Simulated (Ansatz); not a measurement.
# Decaying states in the gap of SrMgSeS

Aim: relax a made-up compound, SrMgSeS, and see how good a tunnel barrier it would be. It is built by putting Mg for part of the Sr in the Sr2SeS structure of space group R-3m, with the volume rescaled by atomic radii. The parent structure comes from the Materials Project.

Method: PBEsol DFT, plane waves, PAW files, in the first sound run; inputs show where later runs differ, in Ansatz 0.2.0.

The structure was built from a prototype and need not be the compound's stable phase.

## (1) Starting point

It takes space group R3m (No. 160, trigonal). The conventional cell has a = 4.113 Å, b = 4.113 Å, c = 20.173 Å, α = 90.00°, β = 90.00°, γ = 120.00°. Nearest to Mg lie 3 S at 2.88 Å and 3 Se at 2.94 Å. Nearest to Sr lie 3 S at 2.88 Å and 3 Se at 2.94 Å. Nearest to Se lie 3 Mg at 2.94 Å and 3 Sr at 2.94 Å. Nearest to S lie 3 Sr at 2.88 Å and 3 Mg at 2.88 Å. It derives from Sr2SeS. Mg for part of the Sr in the Sr2SeS structure of space group R-3m. Farther neighbours and most contacts between anions are not listed.

As a file:

```cif
data_structure
_symmetry_space_group_name_H-M 'R3m:H'
_symmetry_Int_Tables_number 160
_cell_length_a 4.1130
_cell_length_b 4.1130
_cell_length_c 20.1732
_cell_angle_alpha 90.000
_cell_angle_beta 90.000
_cell_angle_gamma 120.000
_cell_volume 295.55
loop_
_atom_site_label
_atom_site_type_symbol
_atom_site_symmetry_multiplicity
_atom_site_Wyckoff_symbol
_atom_site_fract_x
_atom_site_fract_y
_atom_site_fract_z
_atom_site_occupancy
Mg1 Mg 3 a 0.66667 0.33333 0.08615 1
Sr1 Sr 3 a 0.00000 0.00000 0.24718 1
Se1 Se 3 a 0.00000 0.00000 0.00000 1
S1 S 3 a 0.33333 0.66667 0.16667 1
```

## (2) Relaxing the new crystal

The substituted atoms don't fit the parent's cell, so cell and atoms relax together. A small smearing keeps the run stable in case the gap closes on the way.

Contents of input.yaml:

```yaml
crystal:
  lattice:
    - [2.0565062599, 1.1873244428, 6.7244097004]
    - [-2.0565062599, 1.1873244428, 6.7244097004]
    - [0.0, -2.3746488855, 6.7244097004]
  atoms:
    - { symbol: Mg, position: [0.24718407, 0.24718407, 0.24718407] }
    - { symbol: Sr, position: [0.75281593, 0.75281593, 0.75281593] }
    - { symbol: Se, position: [0.0, 0.0, 0.0] }
    - { symbol: S, position: [0.5, 0.5, 0.5] }
kpoints:
  mp_grid: { grid: [6, 6, 6] }
scf:
  occupations: { method: gaussian, width: 0.03 }
hamiltonian:
  xc: pbesol
output:
  forces: true
  stress: true
relax:
  f_tol: 0.02
  max_steps: 60
  cell: {}
```

Command:

```console
ansatz run input.yaml --threads 2 --pin off --max-ram 4096MiB --backend cpu --events-out ev --progress --plain --runs-dir out
```

Numbers of over 12 decimals in the logs are rounded to 6 here.

The program printed:

```text
basis.fft_grid_basis auto: the FFT boxes are laid along the combinations [[1, 0, -1], [0, 1, -1], [0, 0, 1]] of the cell's own vectors, 4.113, 4.113 and 7.131 Å long. The dense box has 30×30×48 points. Along the cell's own vectors, as sized, it would have 48×48×48, 2.56 times as many. Of the 6 symmetry operations that the crystal satisfies within crystal.symmetry.tolerance (time reversal apart; of a slab, those that  [...]
Engine: ansatz 0.2.0, aarch64-unknown-linux-gnu
Pseudopotentials: kind: paw
Pseudopotential: Mg, paw, valence charge 10, recommended cutoff 420 eV (normal), Mg.paw.azcp
Pseudopotential: Sr, paw, valence charge 10, recommended cutoff 420 eV (normal), Sr.paw.azcp
Pseudopotential: Se, paw, valence charge 16, recommended cutoff 420 eV (normal), Se.paw.azcp
Pseudopotential: S, paw, valence charge 6, recommended cutoff 420 eV (normal), S.paw.azcp
Functional definition: PBEsol
  exchange = pbesol_x
  correlation = pbesol_c
Crystal: 4 atoms, lattice volume = 98.516 Å³
Basis set: ecut = 420 eV, 1901 PW (Γ), FFT grids on a1−a3, a2−a3, a3, exchange–correlation on 60×60×96 points (8 copies of the dense FFT grid, shifted against one another)
Bands: 26, of which v1, the nominal top of the filled ones, is band 21 counted from 1 (20 counted from 0)
Symmetry: 6 space group operations
Space group: R3m (ITA 160), of the structure as read, at distance tolerance 4.6e-5 Å
k-points: 32 of 216 (time reversal used)
Non-local potential: Mg, projectors of the file, l = 0: 3, l = 1: 2, l = 2: 1
Non-local potential: Sr, projectors of the file, l = 0: 3, l = 1: 2, l = 2: 2
Non-local potential: Se, projectors of the file, l = 0: 2, l = 1: 2, l = 2: 3, l = 3: 1
Non-local potential: S, projectors of the file, l = 0: 2, l = 1: 2, l = 2: 2
PAW form: soft (Blöchl's): semilocal exchange-correlation on the pseudo side does not see the compensation charge
PAW frozen core: Mg, regenerated for the run's functional, and the local potential with it (the file was generated under x = pbe(κ = 0.804, μ = 0.219515), c = pbe(β = 0.066725))
PAW frozen core: Sr, regenerated for the run's functional, and the local potential with it (the file was generated under x = pbe(κ = 0.804, μ = 0.219515), c = pbe(β = 0.066725))
PAW frozen core: Se, regenerated for the run's functional, and the local potential with it (the file was generated under x = pbe(κ = 0.804, μ = 0.219515), c = pbe(β = 0.066725))
PAW frozen core: S, regenerated for the run's functional, and the local potential with it (the file was generated under x = pbe(κ = 0.804, μ = 0.219515), c = pbe(β = 0.066725))
PAW one-centre angular grid: Mg, 110 points (default); XC on 64 Gauss nodes
PAW one-centre angular grid: Sr, 110 points (default); XC on 64 Gauss nodes
PAW one-centre angular grid: Se, 590 points (default); XC on 64 Gauss nodes
PAW one-centre angular grid: S, 110 points (default); XC on 64 Gauss nodes
Initial density: superposition of atomic densities (neutral atoms: chi_scale 0, normalization atom), corrected by the library's trained network
Initial wavefunctions: pseudopotential atomic-orbital guess
Functional: x = pbesol(κ = 0.804, μ = 0.123457), c = pbesol(β = 0.046)
SCF iter   1: F=—  HF=-11719.773425 eV  |F-HF|=—  |Δ(HF+E_count)|=         —  Δρ=3.13e-3  dr2=1.55e-2  ethr=1.77e-3  ⟨swp⟩=11.2  Hψ=4798  notcnv=0
preconditioner: auto → Resta (q_TF=auto, 2.367 Å⁻¹)  ε∞=3.1  [insulator: Δε(μ)=2.315 eV  Ē_g=11.977 eV  σ=0.030 eV  W_gap=1.00  n_scr=28 (ndim 8)  ℏωp=17.5 eV  f_vac=0.000  D(μ)=0.00/eV (n_scr^D=0)  ε∞_Penn≈3.1]
SCF iter   2: F=—  HF=-11719.770734 eV  |F-HF|=—  |Δ(HF+E_count)|=   2.69e-3  Δρ=1.31e-3  dr2=2.24e-3  ethr=3.70e-5  ⟨swp⟩=2.1  Hψ=1612  notcnv=0  defer=32
SCF iter   3: F=—  HF=-11719.770436 eV  |F-HF|=—  |Δ(HF+E_count)|=   2.99e-4  Δρ=4.38e-4  dr2=2.04e-4  ethr=5.34e-6  ⟨swp⟩=2.0  Hψ=994  notcnv=0  defer=32
SCF iter   4: F=—  HF=-11719.770462 eV  |F-HF|=—  |Δ(HF+E_count)|=   2.69e-5  Δρ=1.14e-4  dr2=1.47e-5  ethr=4.86e-7  ⟨swp⟩=2.2  Hψ=1415  notcnv=0  defer=32
SCF iter   5: F=—  HF=-11719.770475 eV  |F-HF|=—  |Δ(HF+E_count)|=   1.22e-5  Δρ=3.98e-5  dr2=1.44e-6  ethr=3.50e-8  ⟨swp⟩=2.0  Hψ=1440  notcnv=0  defer=32
SCF iter   6: F=-11719.770476 eV  HF=-11719.770476 eV  |F-HF|=3.08e-8  |Δ(HF+E_count)|=   1.11e-6  Δρ=8.18e-6  dr2=8.11e-8  ethr=2.38e-10  ⟨swp⟩=4.0  Hψ=3512  notcnv=0
SCF 1 converged in 6 iterations: F = -11719.770476 eV  dr2 = 8.11e-8
  greatest PAW one-centre occupation: 1.000 electrons in one spin orbital (limit 2), on the Mg atom at site 0 (counted from 0), in its partial waves of l = 0
relax step   1: F+E_penalty+E_count = -11719.77047581 eV  Δ(F+E_penalty+E_count) = +0.000e0 eV  max|allowed force component| = 1.589e0 eV/Å  Δτ_max = 0.0000 Å  P = -1.650 GPa  Ω = 98.516 Å³  (6 SCF iters, dr2 threshold 1.00e-7 eV, accepted)
Crystal: 4 atoms, lattice volume = 96.740 Å³
Initial density: handed on by an earlier stage of this run
Initial wavefunctions: those handed on with the density
iter 1 solved again at ethr=2.37e-4 eV; its pass at ethr=3.10e-3 eV (dr2=9.97e-2 eV) is discarded
SCF iter   1: F=—  HF=-11720.149514 eV  |F-HF|=—  |Δ(HF+E_count)|=         —  Δρ=1.22e-2  dr2=1.01e-1  ethr=2.37e-4  ⟨swp⟩=1.2  Hψ=4936  notcnv=0
preconditioner: auto → Resta (q_TF=auto, 2.374 Å⁻¹)  ε∞=3.1  [insulator: Δε(μ)=2.467 eV  Ē_g=12.147 eV  σ=0.030 eV  W_gap=1.00  n_scr=28 (ndim 8)  ℏωp=17.7 eV  f_vac=0.000  D(μ)=0.00/eV (n_scr^D=0)  ε∞_Penn≈3.1]
SCF iter   2: F=—  HF=-11720.112218 eV  |F-HF|=—  |Δ(HF+E_count)|=   3.73e-2  Δρ=5.25e-3  dr2=1.85e-2  ethr=2.37e-4  ⟨swp⟩=2.3  Hψ=1280  notcnv=0
SCF iter   3: F=—  HF=-11720.105724 eV  |F-HF|=—  |Δ(HF+E_count)|=   6.49e-3  Δρ=6.85e-4  dr2=3.62e-4  ethr=4.41e-5  ⟨swp⟩=2.9  Hψ=1711  notcnv=0  defer=1
SCF iter   4: F=—  HF=-11720.106016 eV  |F-HF|=—  |Δ(HF+E_count)|=   2.92e-4  Δρ=2.41e-4  dr2=5.59e-5  ethr=8.63e-7  ⟨swp⟩=2.0  Hψ=1552  notcnv=0  defer=1
SCF iter   5: F=—  HF=-11720.106007 eV  |F-HF|=—  |Δ(HF+E_count)|=   8.86e-6  Δρ=6.76e-5  dr2=4.56e-6  ethr=1.33e-7  ⟨swp⟩=2.0  Hψ=1471  notcnv=0  defer=1
SCF iter   6: F=—  HF=-11720.106006 eV  |F-HF|=—  |Δ(HF+E_count)|=   1.62e-6  Δρ=1.89e-5  dr2=5.39e-7  ethr=9.52e-10  ⟨swp⟩=5.3  Hψ=3317  notcnv=0
SCF iter   7: F=-11720.106006 eV  HF=-11720.106006 eV  |F-HF|=2.24e-9  |Δ(HF+E_count)|=   1.43e-7  Δρ=5.54e-6  dr2=3.98e-8  ethr=9.52e-10  ⟨swp⟩=4.5  Hψ=2718  notcnv=0
SCF 2 converged in 7 iterations: F = -11720.106006 eV  dr2 = 3.98e-8
relax step   2: F+E_penalty+E_count = -11720.10600601 eV  Δ(F+E_penalty+E_count) = -3.355e-1 eV  max|allowed force component| = 2.429e-1 eV/Å  Δτ_max = 0.1950 Å  P = -2.114 GPa  Ω = 96.740 Å³  energy of the carried Pulay correction = +6.203e-5 eV  (7 SCF iters, dr2 threshold 4.00e-7 eV, accepted)
Crystal: 4 atoms, lattice volume = 93.419 Å³
Basis set: ecut = 420 eV, 1853 PW (Γ), FFT grids on a1−a3, a2−a3, a3, exchange–correlation on 60×60×96 points (8 copies of the dense FFT grid, shifted against one another)
iter 1 solved again at ethr=4.04e-5 eV; its pass at ethr=3.10e-3 eV (dr2=1.70e-2 eV) is discarded
SCF iter   1: F=—  HF=-11720.144570 eV  |F-HF|=—  |Δ(HF+E_count)|=         —  Δρ=3.90e-3  dr2=1.71e-2  ethr=4.04e-5  ⟨swp⟩=1.8  Hψ=4897  notcnv=0
preconditioner: auto → Resta (q_TF=auto, 2.388 Å⁻¹)  ε∞=3.2  [insulator: Δε(μ)=2.298 eV  Ē_g=12.259 eV  σ=0.030 eV  W_gap=1.00  n_scr=22 (ndim 8)  ℏωp=18.0 eV  f_vac=0.000  D(μ)=0.00/eV (n_scr^D=0)  ε∞_Penn≈3.2]
SCF iter   2: F=—  HF=-11720.139312 eV  |F-HF|=—  |Δ(HF+E_count)|=   5.26e-3  Δρ=1.62e-3  dr2=1.85e-3  ethr=4.04e-5  ⟨swp⟩=2.2  Hψ=1193  notcnv=0
SCF iter   3: F=—  HF=-11720.138776 eV  |F-HF|=—  |Δ(HF+E_count)|=   5.36e-4  Δρ=4.27e-4  dr2=1.73e-4  ethr=4.41e-6  ⟨swp⟩=2.0  Hψ=1620  notcnv=0
SCF iter   4: F=—  HF=-11720.138799 eV  |F-HF|=—  |Δ(HF+E_count)|=   2.29e-5  Δρ=1.13e-4  dr2=1.63e-5  ethr=4.13e-7  ⟨swp⟩=2.0  Hψ=1472  notcnv=0
SCF iter   5: F=—  HF=-11720.138796 eV  |F-HF|=—  |Δ(HF+E_count)|=   2.91e-6  Δρ=3.47e-5  dr2=1.37e-6  ethr=3.89e-8  ⟨swp⟩=2.0  Hψ=1472  notcnv=0
SCF iter   6: F=-11720.138796 eV  HF=-11720.138796 eV  |F-HF|=5.60e-8  |Δ(HF+E_count)|=   2.75e-7  Δρ=1.17e-5  dr2=1.49e-7  ethr=9.52e-10  ⟨swp⟩=5.0  Hψ=3280  notcnv=0
SCF 3 converged in 6 iterations: F = -11720.138796 eV  dr2 = 1.49e-7
relax step   3: F+E_penalty+E_count = -11720.13879596 eV  Δ(F+E_penalty+E_count) = -3.279e-2 eV  max|allowed force component| = 1.228e-1 eV/Å  Δτ_max = 0.0517 Å  P = -0.396 GPa  Ω = 93.419 Å³  energy of the carried Pulay correction = +1.812e-4 eV  (6 SCF iters, dr2 threshold 4.00e-7 eV, accepted)
[...]
relax step   4: F+E_penalty+E_count = -11720.14129484 eV  Δ(F+E_penalty+E_count) = -2.499e-3 eV  max|allowed force component| = 2.541e-2 eV/Å  Δτ_max = 0.0126 Å  P = -0.043 GPa  Ω = 92.882 Å³  energy of the carried Pulay correction = +2.008e-4 eV  (5 SCF iters, dr2 threshold 4.00e-7 eV, accepted)
[...]
relax step   5: F+E_penalty+E_count = -11720.14141041 eV  Δ(F+E_penalty+E_count) = -1.156e-4 eV  max|allowed force component| = 9.192e-3 eV/Å  Δτ_max = 0.0025 Å  P = -0.001 GPa  Ω = 92.817 Å³  energy of the carried Pulay correction = +2.032e-4 eV  (4 SCF iters, dr2 threshold 4.04e-8 eV, accepted)
Basis set: ecut = 420 eV, 1797 PW (Γ), FFT grids on a1−a3, a2−a3, a3, exchange–correlation on 54×54×96 points (8 copies of the dense FFT grid, shifted against one another)
Initial wavefunctions: pseudopotential atomic-orbital guess (no wavefunctions were taken with the density)
iter 1 solved again at ethr=6.12e-7 eV; its pass at ethr=3.10e-3 eV (dr2=2.57e-4 eV) is discarded
SCF iter   1: F=—  HF=-11720.141206 eV  |F-HF|=—  |Δ(HF+E_count)|=         —  Δρ=2.23e-5  dr2=6.86e-8  ethr=6.12e-7  ⟨swp⟩=3.7  Hψ=6816  notcnv=0
eigensolver tolerance schedule: the retry pair's looser diagonalisation over-reported the residual by 3742.18 of it (diagonalisation noise at 2.83 of the residual, at the tolerance the schedule requests for it); recorded, not acted on — ethr = c·dr2/N_el stays at c = 1.0e-1
preconditioner: auto → Resta (q_TF=auto, 2.391 Å⁻¹)  ε∞=3.2  [insulator: Δε(μ)=2.323 eV  Ē_g=12.283 eV  σ=0.030 eV  W_gap=1.00  n_scr=22 (ndim 8)  ℏωp=18.1 eV  f_vac=0.000  D(μ)=0.00/eV (n_scr^D=0)  ε∞_Penn≈3.2]
SCF iter   2: F=—  HF=-11720.141198 eV  |F-HF|=—  |Δ(HF+E_count)|=   8.14e-6  Δρ=1.26e-5  dr2=3.90e-8  ethr=1.63e-10  ⟨swp⟩=3.7  Hψ=2060  notcnv=0
SCF iter   3: F=—  HF=-11720.141198 eV  |F-HF|=—  |Δ(HF+E_count)|=   5.38e-8  Δρ=4.45e-6  dr2=4.60e-9  ethr=9.28e-11  ⟨swp⟩=2.0  Hψ=1078  notcnv=0
SCF iter   4: F=—  HF=-11720.141198 eV  |F-HF|=—  |Δ(HF+E_count)|=   6.93e-9  Δρ=8.97e-7  dr2=3.98e-10  ethr=1.10e-11  ⟨swp⟩=3.0  Hψ=1474  notcnv=0
SCF iter   5: F=-11720.141198 eV  HF=-11720.141198 eV  |F-HF|=7.28e-12  |Δ(HF+E_count)|=  9.82e-11  Δρ=1.14e-7  dr2=1.37e-11  ethr=1.00e-12  ⟨swp⟩=4.0  Hψ=3508  notcnv=0
SCF 6 converged in 5 iterations: F = -11720.141198 eV  dr2 = 1.37e-11
relax step   6: F+E_penalty+E_count = -11720.14119768 eV  Δ(F+E_penalty+E_count) = +2.127e-4 eV  max|allowed force component| = 9.200e-3 eV/Å  Δτ_max = 0.0000 Å  P = -0.000 GPa  Ω = 92.817 Å³  stress off target by 1.15e-2 GPa  SCF on the basis re-selected at this cell (its energy is not comparable with the rows above)  (5 SCF iters)
basis re-selected at this cell: Δ(F+E_penalty+E_count) = +2.127e-4 eV, ΔP = +0.001 GPa vs the last step (what re-selecting the basis moved, of the pressure what is left beyond the Pulay correction that the steps carried, after the strain that the cell walked since its last selection, with what the two solves' SCF thresholds leave and, on support functions, any second-order correction that the steps lacked; it is no measure of the basis error at this ecutwfc). The dense FFT grid was sized anew with the basis: this SCF ran on 27×27×48 points, the steps before it on 30×30×48, so part of this shift can come from that change (see relax.cell in the input reference). [rest of the remark cut]
SCF converged after 5 iterations
Free energy (F): -11720.141198 eV
Harris-Foulkes:  -11720.141198 eV  (|F-HF|=7.28e-12)
Internal energy: -11720.141198 eV  (E = F + TS)
E sigma→0 (E₀):  -11720.141198 eV
Fermi energy:    8.150679 eV
--- Per-component energies (eV) ---
  E_band       = -794.294605
  E_kinetic    = 550.739799
  E_local      = -5063.512294  (includes V_loc(G=0)·N_el)
  E_nonlocal   = -265.842286
  E_hartree    = 2113.921244
  E_xc         = -402.704192
  E_vxc        = -388.052902  (∫ρ·V_xc dr)
  E_paw        = -5377.648300  (= ΣΔE_a)
  E_vpaw       = 144.531130  (= ΣTr[D̂ρ^β])
  E_aug_tail   = -0.000606  (compensation charges beyond the density's cutoff)
  E_ewald      = -3276.358173
  E_core_change = 1.263609  (= ΣΔE_core)
  E_smearing   = -0.000000  (= −TS)
  E_closure    = -0.000000  (closes the sum)
  Σ components = -11720.141198   (vs F -11720.141198, Δ=0.00e0)
--- Forces (eV/Å), atoms counted from 1 ---
  atom   1  Mg     0.00000000    -0.00000000    -0.00908019
  atom   2  Sr     0.00000000    -0.00000000    -0.00596604
  atom   3  Se    -0.00000000     0.00000000     0.00584582
  atom   4  S      0.00000000     0.00000000     0.00920004
  max |Σ_I F_I| component: 3.68e-7 eV/Å
--- Stress (GPa, compression-positive) ---
       -0.006066       0.000000      -0.000000
        0.000000      -0.006066       0.000000
       -0.000000       0.000000       0.011528
  P = ⅓ Tr σ = -0.0002 GPa (-0.002 kbar)
--- Relaxed structure (5 steps of the walk, 5 accepted, 1 SCFs on fresh bases) ---
  F+E_penalty+E_count = -11720.14119768 eV   max|allowed force component| = 9.200e-3 eV/Å   (the final SCF, on the basis selected at the relaxed cell)
  cell:  # Å, volume = 92.8171 Å³
    - [2.018843, 1.165580, 6.574037]
    - [-2.018843, 1.165580, 6.574037]
    - [0, -2.331159, 6.574037]
  atoms:
    - { symbol: Mg, position: [0.247770, 0.247770, 0.247770] }
    - { symbol: Sr, position: [0.753650, 0.753650, 0.753650] }
    - { symbol: Se, position: [-0.011482, -0.011482, -0.011482] }
    - { symbol: S, position: [0.510063, 0.510063, 0.510063] }
```

The job ended after 18 s (2 threads of Arm Neoverse V2, shared host; peak memory 0.37 GiB; 36 s of CPU time).

Relaxation path:

```tsv
step	energy less that of the first step (eV)	largest force component (eV/Å)	pressure (GPa)	volume (Å³)
1	0.0000	1.5888	-1.65	98.52
2	-0.3355	0.2429	-2.11	96.74
3	-0.3683	0.1228	-0.40	93.42
4	-0.3708	0.0254	-0.04	92.88
5	-0.3709	0.0092	0.00	92.82
6*	-0.3707	0.0092	0.00	92.82
```

Relaxation steps marked * repeat the geometry before them on a plane-wave basis chosen anew for their cell, so energy and pressure can jump there.

The run keeps the 6 symmetry operations that it works with, so distortions that break them were not tested.

```tsv
conventional cell, symmetrised	before	after	change
a (Å)	4.113	4.038	-1.8 %
b (Å)	4.113	4.038	-1.8 %
c (Å)	20.173	19.722	-2.2 %
volume (Å³/atom)	24.63	23.20	-5.8 %
```

The atoms that moved most (Å, as changes of fractional coordinates times the final cell):

```tsv
atom	dx	dy	dz	length
Se3	0.000	0.000	-0.226	0.226
S4	0.000	0.000	0.198	0.198
Sr2	0.000	0.000	0.016	0.016
Mg1	0.000	0.000	0.012	0.012
```

This step gave:

```yaml
free_energy: -11720.1412 eV
fermi_energy: 8.151 eV
pressure: -2.01e-4 GPa
```

The largest force component on a free atom ends at 0.0092 eV/Å.

(Part 1 of 4 ends here.)

[Logs are printed without paths, hosts, clocks, repeated set-up lines and the standing remarks that a program may print on its own settings, such as how far it seeks lower states.]

[Hosts, paths, dates, database ids (printed as entryN), source tags and the programs' standing remarks are cut or masked in the printed files.]
